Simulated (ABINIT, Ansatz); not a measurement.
# MgSiSe3 (Pm-3m): zone-centre phonons, part 3 of 5

Which modes does MgSiSe3 (Pm-3m) have at the zone centre?

ABINIT 10.8.3; DFT LDA, scalar-relativistic, plane waves, HGH norm-conserving pseudopotentials.

So far. Step 4 (Zone-centre response): The acoustic modes at Γ come out as far as 1.4 cm⁻¹ from zero, where they should vanish, a small numerical error. The lowest optical mode is imaginary, 142i cm⁻¹, an instability at this level and on this k mesh. The relaxed cell has a = 4.759 Å (conventional setting).

The structure was built from a prototype and need not be the compound's stable phase.

**5. Modes with the sum rule**

anaddb reads the merged derivatives and imposes the acoustic sum rule.

anaddb.abi reads:

```
ddb_filepath "gamma_DDB"
output_file "anaddb.abo"
outdata_prefix "anaddb"
asr 1
chneut 1
enunit 2
eivec 1
nph1l 1
qph1l 0.0 0.0 0.0 1.0
```

mrgddb.in reads:

```
gamma_DDB
merged
2
dfpt_gammao_DDB
gso_DDB
```

The run is started by

```
mrgddb < mrgddb.in > mrgddb.log
OMP_NUM_THREADS=1 anaddb anaddb.abi > anaddb.log
```

anaddb.abo, the main output file:

```text
-outvars_anaddb: echo values of input variables ----------------------

 Miscellaneous information :
      enunit         2
       eivec         1
         asr         1
 First list of wavevector (reduced coord.) :
       nph1l         1
       qph1l
                     0.00000000E+00  0.00000000E+00  0.00000000E+00    1.000E+00

================================================================================

 read the DDB information and perform some checks

  ==== Info on the Cryst% object ====
 Real(R)+Recip(G) space primitive vectors, cartesian coordinates (Bohr,Bohr^-1):
 R(1)=  8.9929938  0.0000000  0.0000000  G(1)=  0.1111977  0.0000000  0.0000000
 R(2)=  0.0000000  8.9929938  0.0000000  G(2)=  0.0000000  0.1111977  0.0000000
 R(3)=  0.0000000  0.0000000  8.9929938  G(3)=  0.0000000  0.0000000  0.1111977
 Unit cell volume ucvol=  7.2729883E+02 bohr^3
 Angles (23,13,12)=  9.00000000E+01  9.00000000E+01  9.00000000E+01 degrees
 Time-reversal symmetry is present
 Reduced atomic positions [iatom, xred, symbol]:
    1)    0.0000000  0.0000000  0.0000000  Mg
    2)    0.5000000  0.5000000  0.5000000  Si
    3)    0.5000000  0.5000000  0.0000000  Se
    4)    0.5000000  0.0000000  0.5000000  Se
    5)    0.0000000  0.5000000  0.5000000  Se

 DDB file with 3 blocks has been read.

================================================================================

 Treat the first list of vectors

  Phonon wavevector (reduced coordinates) :  0.00000  0.00000  0.00000
 Phonon energies in Hartree :
  -6.449978E-04 -6.449978E-04 -6.449978E-04 -6.432716E-04 -6.432716E-04
  -6.432716E-04 -2.467903E-04 -2.467903E-04 -2.467903E-04  0.000000E+00
   0.000000E+00  0.000000E+00  1.178768E-03  1.178768E-03  1.178768E-03
 Phonon energies in meV     :
- -1.755129E+01 -1.755129E+01 -1.755129E+01 -1.750431E+01 -1.750431E+01
- -1.750431E+01 -6.715506E+00 -6.715506E+00 -6.715506E+00  0.000000E+00
-  0.000000E+00  0.000000E+00  3.207590E+01  3.207590E+01  3.207590E+01
 Phonon frequencies in cm-1    :
- -1.415607E+02 -1.415607E+02 -1.415607E+02 -1.411818E+02 -1.411818E+02
- -1.411818E+02 -5.416421E+01 -5.416421E+01 -5.416421E+01  0.000000E+00
-  0.000000E+00  0.000000E+00  2.587096E+02  2.587096E+02  2.587096E+02
 Phonon frequencies in Thz     :
- -4.243882E+00 -4.243882E+00 -4.243882E+00 -4.232523E+00 -4.232523E+00
- -4.232523E+00 -1.623802E+00 -1.623802E+00 -1.623802E+00  0.000000E+00
-  0.000000E+00  0.000000E+00  7.755919E+00  7.755919E+00  7.755919E+00
 Phonon energies in Kelvin  :
- -2.036742E+02 -2.036742E+02 -2.036742E+02 -2.031291E+02 -2.031291E+02
- -2.031291E+02 -7.793021E+01 -7.793021E+01 -7.793021E+01  0.000000E+00
-  0.000000E+00  0.000000E+00  3.722254E+02  3.722254E+02  3.722254E+02

 Eigendisplacements
 (will be given, for each mode : in cartesian coordinates
   for each atom the real part of the displacement vector,
   then the imaginary part of the displacement vector - absolute values smaller than 1.0d-7 are set to zero)
  Mode number    1   Energy   -6.449978E-04
 Attention : low frequency mode.
   (Could be unstable or acoustic mode)
-  1  0.00000000E+00  0.00000000E+00  4.11462794E-03
-     0.00000000E+00  0.00000000E+00  0.00000000E+00
-  2  0.00000000E+00  0.00000000E+00  8.34886049E-04
-     0.00000000E+00  0.00000000E+00  0.00000000E+00
-  3  0.00000000E+00  0.00000000E+00  1.48877402E-04
-     0.00000000E+00  0.00000000E+00  0.00000000E+00
-  4  0.00000000E+00  0.00000000E+00 -8.56192131E-04
-     0.00000000E+00  0.00000000E+00  0.00000000E+00
-  5  0.00000000E+00  0.00000000E+00 -8.56192131E-04
-     0.00000000E+00  0.00000000E+00  0.00000000E+00
  Mode number    2   Energy   -6.449978E-04
 Attention : low frequency mode.
   (Could be unstable or acoustic mode)
-  1  0.00000000E+00  4.11462794E-03  0.00000000E+00
-     0.00000000E+00  0.00000000E+00  0.00000000E+00
-  2  0.00000000E+00  8.34886049E-04  0.00000000E+00
-     0.00000000E+00  0.00000000E+00  0.00000000E+00
-  3  0.00000000E+00 -8.56192131E-04  0.00000000E+00
-     0.00000000E+00  0.00000000E+00  0.00000000E+00
-  4  0.00000000E+00  1.48877402E-04  0.00000000E+00
-     0.00000000E+00  0.00000000E+00  0.00000000E+00
-  5  0.00000000E+00 -8.56192131E-04  0.00000000E+00
-     0.00000000E+00  0.00000000E+00  0.00000000E+00
  Mode number    3   Energy   -6.449978E-04
 Attention : low frequency mode.
   (Could be unstable or acoustic mode)
-  1  4.11462794E-03  0.00000000E+00  0.00000000E+00
-     0.00000000E+00  0.00000000E+00  0.00000000E+00
-  2  8.34886049E-04  0.00000000E+00  0.00000000E+00
-     0.00000000E+00  0.00000000E+00  0.00000000E+00
-  3 -8.56192131E-04  0.00000000E+00  0.00000000E+00
-     0.00000000E+00  0.00000000E+00  0.00000000E+00
-  4 -8.56192131E-04  0.00000000E+00  0.00000000E+00
-     0.00000000E+00  0.00000000E+00  0.00000000E+00
-  5  1.48877402E-04  0.00000000E+00  0.00000000E+00
-     0.00000000E+00  0.00000000E+00  0.00000000E+00
  Mode number    4   Energy   -6.432716E-04
 Attention : low frequency mode.
   (Could be unstable or acoustic mode)
-  1  0.00000000E+00  0.00000000E+00  0.00000000E+00
-     0.00000000E+00  0.00000000E+00  0.00000000E+00
-  2  0.00000000E+00  0.00000000E+00  0.00000000E+00
-     0.00000000E+00  0.00000000E+00  0.00000000E+00
-  3  0.00000000E+00  0.00000000E+00  0.00000000E+00
-     0.00000000E+00  0.00000000E+00  0.00000000E+00
-  4  0.00000000E+00  0.00000000E+00  1.86380890E-03
-     0.00000000E+00  0.00000000E+00  0.00000000E+00
-  5  0.00000000E+00  0.00000000E+00 -1.86380890E-03
-     0.00000000E+00  0.00000000E+00  0.00000000E+00
  Mode number    5   Energy   -6.432716E-04
 Attention : low frequency mode.
   (Could be unstable or acoustic mode)
-  1  0.00000000E+00  0.00000000E+00  0.00000000E+00
-     0.00000000E+00  0.00000000E+00  0.00000000E+00
-  2  0.00000000E+00  0.00000000E+00  0.00000000E+00
-     0.00000000E+00  0.00000000E+00  0.00000000E+00
-  3  0.00000000E+00 -1.86380890E-03  0.00000000E+00
-     0.00000000E+00  0.00000000E+00  0.00000000E+00
-  4  0.00000000E+00  0.00000000E+00  0.00000000E+00
-     0.00000000E+00  0.00000000E+00  0.00000000E+00
-  5  0.00000000E+00  1.86380890E-03  0.00000000E+00
-     0.00000000E+00  0.00000000E+00  0.00000000E+00
  Mode number    6   Energy   -6.432716E-04
 Attention : low frequency mode.
   (Could be unstable or acoustic mode)
-  1  0.00000000E+00  0.00000000E+00  0.00000000E+00
-     0.00000000E+00  0.00000000E+00  0.00000000E+00
-  2  0.00000000E+00  0.00000000E+00  0.00000000E+00
-     0.00000000E+00  0.00000000E+00  0.00000000E+00
-  3  1.86380890E-03  0.00000000E+00  0.00000000E+00
-     0.00000000E+00  0.00000000E+00  0.00000000E+00
-  4 -1.86380890E-03  0.00000000E+00  0.00000000E+00
-     0.00000000E+00  0.00000000E+00  0.00000000E+00
-  5  0.00000000E+00  0.00000000E+00  0.00000000E+00
-     0.00000000E+00  0.00000000E+00  0.00000000E+00
  Mode number    7   Energy   -2.467903E-04
 Attention : low frequency mode.
   (Could be unstable or acoustic mode)
-  1  0.00000000E+00  0.00000000E+00  1.93452686E-03
-     0.00000000E+00  0.00000000E+00  0.00000000E+00
-  2  0.00000000E+00  0.00000000E+00 -2.81990355E-03
-     0.00000000E+00  0.00000000E+00  0.00000000E+00
-  3  0.00000000E+00  0.00000000E+00 -1.25741690E-03
-     0.00000000E+00  0.00000000E+00  0.00000000E+00
-  4  0.00000000E+00  0.00000000E+00  8.32493474E-04
-     0.00000000E+00  0.00000000E+00  0.00000000E+00
-  5  0.00000000E+00  0.00000000E+00  8.32493474E-04
-     0.00000000E+00  0.00000000E+00  0.00000000E+00
  Mode number    8   Energy   -2.467903E-04
 Attention : low frequency mode.
   (Could be unstable or acoustic mode)
-  1  0.00000000E+00 -1.93452686E-03  0.00000000E+00
-     0.00000000E+00  0.00000000E+00  0.00000000E+00
-  2  0.00000000E+00  2.81990355E-03  0.00000000E+00
-     0.00000000E+00  0.00000000E+00  0.00000000E+00
-  3  0.00000000E+00 -8.32493474E-04  0.00000000E+00
-     0.00000000E+00  0.00000000E+00  0.00000000E+00
-  4  0.00000000E+00  1.25741690E-03  0.00000000E+00
-     0.00000000E+00  0.00000000E+00  0.00000000E+00
-  5  0.00000000E+00 -8.32493474E-04  0.00000000E+00
-     0.00000000E+00  0.00000000E+00  0.00000000E+00
  Mode number    9   Energy   -2.467903E-04
 Attention : low frequency mode.
   (Could be unstable or acoustic mode)
-  1  1.93452686E-03  0.00000000E+00  0.00000000E+00
-     0.00000000E+00  0.00000000E+00  0.00000000E+00
-  2 -2.81990355E-03  0.00000000E+00  0.00000000E+00
-     0.00000000E+00  0.00000000E+00  0.00000000E+00
-  3  8.32493474E-04  0.00000000E+00  0.00000000E+00
-     0.00000000E+00  0.00000000E+00  0.00000000E+00
-  4  8.32493474E-04  0.00000000E+00  0.00000000E+00
-     0.00000000E+00  0.00000000E+00  0.00000000E+00
-  5 -1.25741690E-03  0.00000000E+00  0.00000000E+00
-     0.00000000E+00  0.00000000E+00  0.00000000E+00
  Mode number   10   Energy    0.000000E+00
 Attention : low frequency mode.
   (Could be unstable or acoustic mode)
-  1  0.00000000E+00  0.00000000E+00  1.37710075E-03
-     0.00000000E+00  0.00000000E+00  0.00000000E+00
-  2  0.00000000E+00  0.00000000E+00  1.37712380E-03
-     0.00000000E+00  0.00000000E+00  0.00000000E+00
-  3  0.00000000E+00  0.00000000E+00  1.37711316E-03
-     0.00000000E+00  0.00000000E+00  0.00000000E+00
-  4  0.00000000E+00  0.00000000E+00  1.37710300E-03
-     0.00000000E+00  0.00000000E+00  0.00000000E+00
-  5  0.00000000E+00  0.00000000E+00  1.37710300E-03
-     0.00000000E+00  0.00000000E+00  0.00000000E+00
  Mode number   11   Energy    0.000000E+00
 Attention : low frequency mode.
   (Could be unstable or acoustic mode)
-  1  0.00000000E+00 -1.37710075E-03  0.00000000E+00
-     0.00000000E+00  0.00000000E+00  0.00000000E+00
-  2  0.00000000E+00 -1.37712380E-03  0.00000000E+00
-     0.00000000E+00  0.00000000E+00  0.00000000E+00
-  3  0.00000000E+00 -1.37710300E-03  0.00000000E+00
-     0.00000000E+00  0.00000000E+00  0.00000000E+00
-  4  0.00000000E+00 -1.37711316E-03  0.00000000E+00
-     0.00000000E+00  0.00000000E+00  0.00000000E+00
-  5  0.00000000E+00 -1.37710300E-03  0.00000000E+00
-     0.00000000E+00  0.00000000E+00  0.00000000E+00
  Mode number   12   Energy    0.000000E+00
 Attention : low frequency mode.
   (Could be unstable or acoustic mode)
-  1  1.37710075E-03  0.00000000E+00  0.00000000E+00
-     0.00000000E+00  0.00000000E+00  0.00000000E+00
-  2  1.37712380E-03  0.00000000E+00  0.00000000E+00
-     0.00000000E+00  0.00000000E+00  0.00000000E+00
-  3  1.37710300E-03  0.00000000E+00  0.00000000E+00
-     0.00000000E+00  0.00000000E+00  0.00000000E+00
-  4  1.37710300E-03  0.00000000E+00  0.00000000E+00
-     0.00000000E+00  0.00000000E+00  0.00000000E+00
-  5  1.37711316E-03  0.00000000E+00  0.00000000E+00
-     0.00000000E+00  0.00000000E+00  0.00000000E+00
  Mode number   13   Energy    1.178768E-03
-  1  0.00000000E+00  0.00000000E+00  4.11946107E-05
-     0.00000000E+00  0.00000000E+00  0.00000000E+00
-  2  0.00000000E+00  0.00000000E+00  2.99785508E-03
-     0.00000000E+00  0.00000000E+00  0.00000000E+00
-  3  0.00000000E+00  0.00000000E+00 -1.85684271E-03
-     0.00000000E+00  0.00000000E+00  0.00000000E+00
-  4  0.00000000E+00  0.00000000E+00  3.88922353E-04
-     0.00000000E+00  0.00000000E+00  0.00000000E+00
-  5  0.00000000E+00  0.00000000E+00  3.88922353E-04
-     0.00000000E+00  0.00000000E+00  0.00000000E+00
  Mode number   14   Energy    1.178768E-03
-  1  0.00000000E+00  4.11946107E-05  0.00000000E+00
-     0.00000000E+00  0.00000000E+00  0.00000000E+00
-  2  1.28827950E-07  2.99785507E-03  0.00000000E+00
-     0.00000000E+00  0.00000000E+00  0.00000000E+00
-  3  0.00000000E+00  3.88922353E-04  0.00000000E+00
-     0.00000000E+00  0.00000000E+00  0.00000000E+00
-  4  0.00000000E+00 -1.85684271E-03  0.00000000E+00
-     0.00000000E+00  0.00000000E+00  0.00000000E+00
-  5  0.00000000E+00  3.88922353E-04  0.00000000E+00
-     0.00000000E+00  0.00000000E+00  0.00000000E+00
  Mode number   15   Energy    1.178768E-03
-  1  4.11946107E-05  0.00000000E+00  0.00000000E+00
-     0.00000000E+00  0.00000000E+00  0.00000000E+00
-  2  2.99785507E-03 -1.28827950E-07  0.00000000E+00
-     0.00000000E+00  0.00000000E+00  0.00000000E+00
-  3  3.88922353E-04  0.00000000E+00  0.00000000E+00
-     0.00000000E+00  0.00000000E+00  0.00000000E+00
-  4  3.88922353E-04  0.00000000E+00  0.00000000E+00
-     0.00000000E+00  0.00000000E+00  0.00000000E+00
-  5 -1.85684271E-03  0.00000000E+00  0.00000000E+00
-     0.00000000E+00  0.00000000E+00  0.00000000E+00

 Analysis of degeneracies and characters (maximum tolerance=1.00E-06 a.u.)
 For each vibration mode, or group of modes if degenerate,
 the characters are given for each symmetry operation (see the list in the log file).
 Symmetry characters of vibration mode #   1
       degenerate with vibration modes #   2 to    3
  3.0 -3.0 -1.0  1.0 -1.0  1.0 -1.0  1.0  1.0 -1.0 -1.0  1.0  1.0 -1.0 -1.0  1.0
  0.0 -0.0  0.0 -0.0 -0.0  0.0 -0.0  0.0  1.0 -1.0 -1.0  1.0 -1.0  1.0  1.0 -1.0
  0.0 -0.0 -0.0  0.0 -0.0  0.0  0.0 -0.0  1.0 -1.0  1.0 -1.0 -1.0  1.0 -1.0  1.0
 Symmetry characters of vibration mode #   4
       degenerate with vibration modes #   5 to    6
  3.0 -3.0 -1.0  1.0 -1.0  1.0 -1.0  1.0 -1.0  1.0  1.0 -1.0 -1.0  1.0  1.0 -1.0
  0.0 -0.0  0.0 -0.0 -0.0  0.0 -0.0  0.0 -1.0  1.0  1.0 -1.0  1.0 -1.0 -1.0  1.0
  0.0 -0.0 -0.0  0.0 -0.0  0.0  0.0 -0.0 -1.0  1.0 -1.0  1.0  1.0 -1.0  1.0 -1.0
 Symmetry characters of vibration mode #   7
       degenerate with vibration modes #   8 to    9
  3.0 -3.0 -1.0  1.0 -1.0  1.0 -1.0  1.0  1.0 -1.0 -1.0  1.0  1.0 -1.0 -1.0  1.0
  0.0 -0.0  0.0 -0.0 -0.0  0.0 -0.0  0.0  1.0 -1.0 -1.0  1.0 -1.0  1.0  1.0 -1.0
  0.0 -0.0 -0.0  0.0 -0.0  0.0  0.0 -0.0  1.0 -1.0  1.0 -1.0 -1.0  1.0 -1.0  1.0
 Symmetry characters of vibration mode #  10
       degenerate with vibration modes #  11 to   12
  3.0 -3.0 -1.0  1.0 -1.0  1.0 -1.0  1.0  1.0 -1.0 -1.0  1.0  1.0 -1.0 -1.0  1.0
  0.0 -0.0  0.0 -0.0 -0.0  0.0 -0.0  0.0  1.0 -1.0 -1.0  1.0 -1.0  1.0  1.0 -1.0
  0.0 -0.0 -0.0  0.0 -0.0  0.0  0.0 -0.0  1.0 -1.0  1.0 -1.0 -1.0  1.0 -1.0  1.0
 Symmetry characters of vibration mode #  13
       degenerate with vibration modes #  14 to   15
  3.0 -3.0 -1.0  1.0 -1.0  1.0 -1.0  1.0  1.0 -1.0 -1.0  1.0  1.0 -1.0 -1.0  1.0
 -0.0  0.0 -0.0  0.0  0.0 -0.0  0.0 -0.0  1.0 -1.0 -1.0  1.0 -1.0  1.0  1.0 -1.0
 -0.0  0.0  0.0 -0.0  0.0 -0.0 -0.0  0.0  1.0 -1.0  1.0 -1.0 -1.0  1.0 -1.0  1.0
-
```

Elapsed: 0.74 s, on 1 thread of Intel Xeon at 2.70GHz, shared host.

No LO-TO term; unit eigenvectors of the mass-weighted matrix, from anaddb's displacements. Modes at Γ, with each element's share of the kinetic energy (negative means imaginary):

| mode | frequency (cm⁻¹) | Mg % | Si % | Se % |
| --- | --- | --- | --- | --- |
| 1 | -141.6 | 75 | 4 | 21 |
| 2 | -141.6 | 75 | 4 | 21 |
| 3 | -141.6 | 75 | 4 | 21 |
| 4 | -141.2 | 0 | 0 | 100 |
| 5 | -141.2 | 0 | 0 | 100 |
| 6 | -141.2 | 0 | 0 | 100 |
| 7 | -54.2 | 17 | 41 | 43 |
| 8 | -54.2 | 17 | 41 | 43 |
| 9 | -54.2 | 17 | 41 | 43 |
| 10 | 0.0 | 8 | 10 | 82 |
| 11 | 0.0 | 8 | 10 | 82 |
| 12 | 0.0 | 8 | 10 | 82 |
| 13 | 258.7 | 0 | 46 | 54 |
| 14 | 258.7 | 0 | 46 | 54 |
| 15 | 258.7 | 0 | 46 | 54 |

Displacements in mode 1 (-141.6 cm⁻¹), the largest set to 1:
```
Mg1  0.00  0.00  1.00
Si2  0.00  0.00  0.20
Se3  0.00  0.00  0.04
Se4  0.00  0.00 -0.21
Se5  0.00  0.00 -0.21
```

Displacements in mode 7 (-54.2 cm⁻¹), the largest set to 1:
```
Mg1  0.00  0.00  0.69
Si2  0.00  0.00 -1.00
Se3  0.00  0.00 -0.45
Se4  0.00  0.00  0.30
Se5  0.00  0.00  0.30
```

The rule moves no optical mode by more than 0.1 cm⁻¹.

[end of part 3 of 5]

[Host names and launcher messages were left out of these logs when they were recorded.]

[Logs are printed without paths, hosts, clocks, repeated set-up lines and the standing remarks that a program may print on its own settings, such as how far it seeks lower states.]

[Hosts, paths, dates, database ids (printed as entryN), source tags and the programs' standing remarks are cut or masked in the printed files.]
